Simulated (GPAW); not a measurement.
## CrO2: which magnetic order is lowest

Does CrO2 prefer parallel or opposed moments, or none?

Method: PBE with U = 4.38 eV on Cr d; plane waves with GPAW's PAW setups, scalar-relativistic, in GPAW 26.7.0.

Report form: the programs' logs are mostly left out.

## 1. The starting structure

It takes space group P4_2/mnm (No. 136, tetragonal). The conventional cell has a = 4.421 Å, b = 4.421 Å, c = 2.917 Å, α = 90.00°, β = 90.00°, γ = 90.00°. Nearest to Cr lie 6 O at 1.88 to 1.92 Å. Nearest to O lie 3 Cr at 1.88 to 1.92 Å. Farther neighbours and most contacts between anions are not listed.

## 2. Run 1 (ferro ++)

The parallel start comes first: it fits the smallest cell, keeps the most symmetry and shows whether parallel moments form. A Hubbard U of customary size acts on the open shell; it was not fitted to this crystal.

Input file order1.py:

```python
import json
import numpy as np
from ase import Atoms
from ase.parallel import paropen, parprint
from gpaw import GPAW

atoms = Atoms(['Cr', 'Cr', 'O', 'O', 'O', 'O'],
    cell=[[4.421, 0.0, 0.0],
         [0.0, 4.421, 0.0],
         [0.0, 0.0, 2.917]],
    scaled_positions=[[0.0, 0.0, 0.0],
         [0.5, 0.5, 0.5],
         [0.301, 0.301, 0.0],
         [0.199, 0.801, 0.5],
         [0.699, 0.699, 0.0],
         [0.801, 0.199, 0.5]],
    pbc=True,
    magmoms=[3.0, 3.0, 0.0, 0.0, 0.0, 0.0])
atoms.calc = GPAW(mode={'name': 'pw', 'ecut': 700},
    xc='PBE',
    kpts={'size': (8, 8, 8), 'gamma': True},
    occupations={'name': 'fermi-dirac', 'width': 0.005},
    convergence={'density': 1e-05, 'energy': 1e-05},
    maxiter=200,
    setups={'Cr': ':d,4.38'},
    symmetry={'tolerance': 1e-4},
    txt='order1.txt')
e = atoms.get_potential_energy(force_consistent=True)
res = {'free_energy': e, 'energy_sigma0': atoms.get_potential_energy(), 'fermi_energy': atoms.calc.get_fermi_level()}
res['moments'] = atoms.get_magnetic_moments().tolist()
res['total'] = atoms.get_magnetic_moment()
parprint('site moments (muB):', np.round(res['moments'], 3))
parprint(f"total moment: {res['total']:.3f} muB")
parprint(f'free energy: {e:.6f} eV')
atoms.calc.write('order1.gpw')
with paropen('results.json', 'w') as f:
    json.dump(res, f)
```

The run is started by

```console
$ OMP_NUM_THREADS=1 mpirun -n 2 gpaw python order1.py > order1.log
```

Run time: 4.6 min. Hardware: 2 MPI ranks of Arm Neoverse V1, shared host; peak memory 0.74 GiB; 9.2 min of CPU time.

Spin moment in the augmentation sphere by atom:

| atom | spin moment in the augmentation sphere (μB) |
| --- | --- |
| Cr1 | 2.60 |
| Cr2 | 2.60 |
| O3 | -0.23 |
| O4 | -0.23 |
| O5 | -0.23 |
| O6 | -0.23 |

Numbers from this step:

```
magnetization : 4.000 μB
final state   : ferromagnetic
```

After 19 cycles the largest moment stands at 2.60 μB.

## 3. Run 2 (antiferro +-)

Reversing part of the moments tests the sign of the couplings between them.

order2.py is the script of step 2 with these lines changed:

```diff
@@ -17,3 +17,3 @@
     pbc=True,
-    magmoms=[3.0, 3.0, 0.0, 0.0, 0.0, 0.0])
+    magmoms=[3.0, -3.0, 0.0, 0.0, 0.0, 0.0])
 atoms.calc = GPAW(mode={'name': 'pw', 'ecut': 700},
@@ -26,3 +26,3 @@
     symmetry={'tolerance': 1e-4},
-    txt='order1.txt')
+    txt='order2.txt')
 e = atoms.get_potential_energy(force_consistent=True)
@@ -34,3 +34,3 @@
 parprint(f'free energy: {e:.6f} eV')
-atoms.calc.write('order1.gpw')
+atoms.calc.write('order2.gpw')
 with paropen('results.json', 'w') as f:
```

The run is started by

```console
$ OMP_NUM_THREADS=1 mpirun -n 2 gpaw python order2.py > order2.log
```

Run time: 5.5 min. Hardware: 2 MPI ranks; peak memory 0.71 GiB.

Spin moment in the augmentation sphere by atom:

| atom | spin moment in the augmentation sphere (μB) |
| --- | --- |
| Cr1 | 2.15 |
| Cr2 | -2.15 |
| O3 | -0.02 |
| O4 | 0.02 |
| O5 | -0.02 |
| O6 | 0.02 |

Read from the output:

- magnetization: 0 μB
- final state: antiferromagnetic

It lies 213 meV a seeded atom over the first start, and its largest moment is 2.15 μB against 2.60 μB.

## 4. Order 3, typed as no spin polarisation

A run without seeds gives the energy of the state without moments.

nospin.py is the script of step 3 with these lines changed:

```diff
@@ -16,4 +16,3 @@
          [0.801, 0.199, 0.5]],
-    pbc=True,
-    magmoms=[3.0, -3.0, 0.0, 0.0, 0.0, 0.0])
+    pbc=True)
 atoms.calc = GPAW(mode={'name': 'pw', 'ecut': 700},
@@ -26,11 +25,7 @@
     symmetry={'tolerance': 1e-4},
-    txt='order2.txt')
+    txt='nospin.txt')
 e = atoms.get_potential_energy(force_consistent=True)
 res = {'free_energy': e, 'energy_sigma0': atoms.get_potential_energy(), 'fermi_energy': atoms.calc.get_fermi_level()}
-res['moments'] = atoms.get_magnetic_moments().tolist()
-res['total'] = atoms.get_magnetic_moment()
-parprint('site moments (muB):', np.round(res['moments'], 3))
-parprint(f"total moment: {res['total']:.3f} muB")
 parprint(f'free energy: {e:.6f} eV')
-atoms.calc.write('order2.gpw')
+atoms.calc.write('nospin.gpw')
 with paropen('results.json', 'w') as f:
```

The run is started by

```console
$ OMP_NUM_THREADS=1 mpirun -n 2 gpaw python nospin.py > nospin.log
```

The job ended after 2 min (2 MPI ranks; peak memory 0.57 GiB; 4.1 min of CPU time).

This step gave:

* final state: non-magnetic (no spin polarisation)

It lies 1982 meV a seeded atom over the first start.

## 5. The states side by side

These are free energies at a smearing of 0.005 eV, so its entropy term is in the differences. They are divided by the number of seeded atoms, so that cells of unlike size compare.

Orders:

| start | final state | typed order kept | energy over the lowest (meV a seeded atom) | largest site moment (μB) | net moment (μB a primitive cell) | mesh matched | CPU time (s) |
| --- | --- | --- | --- | --- | --- | --- | --- |
| ferro ++ | ferromagnetic | yes | 0 | 2.605 | 4 | yes | 551.2 |
| antiferro +- | antiferromagnetic | yes | 212.6 | 2.15 | 0 | yes | 657.3 |
| no spin polarisation | non-magnetic | - | 1982 | 0 | 0 | yes | 245.4 |

## 6. Summary of results

```json
{"lowest state found": "ferromagnetic (typed ferro ++)", "largest site moment": "2.60 μB", "next state": "antiferromagnetic, 213 meV a seeded atom higher", "run without spin seeds, over the lowest": "1982 meV a seeded atom"}
```

In words: The lowest state found is ferromagnetic, reached from the start ferro ++, with moments up to 2.60 μB. The next state costs 213 meV a seeded atom. Only 3 starts are shown; other collinear patterns, canted and longer-period orders are not.

[Logs and program files are shortened in this print: banners, set-up blocks, solver, clock and traceback lines can be left out without a mark of their own.]

[Logs are printed without paths, hosts, clocks, repeated set-up lines and the standing remarks that a program may print on its own settings, such as how far it seeks lower states.]

[Hosts, paths, dates, database ids (printed as entryN), source tags and the programs' standing remarks are cut or masked in the printed files.]

[Where a cell is said to come from a database of computed structures, the database is the Materials Project.]
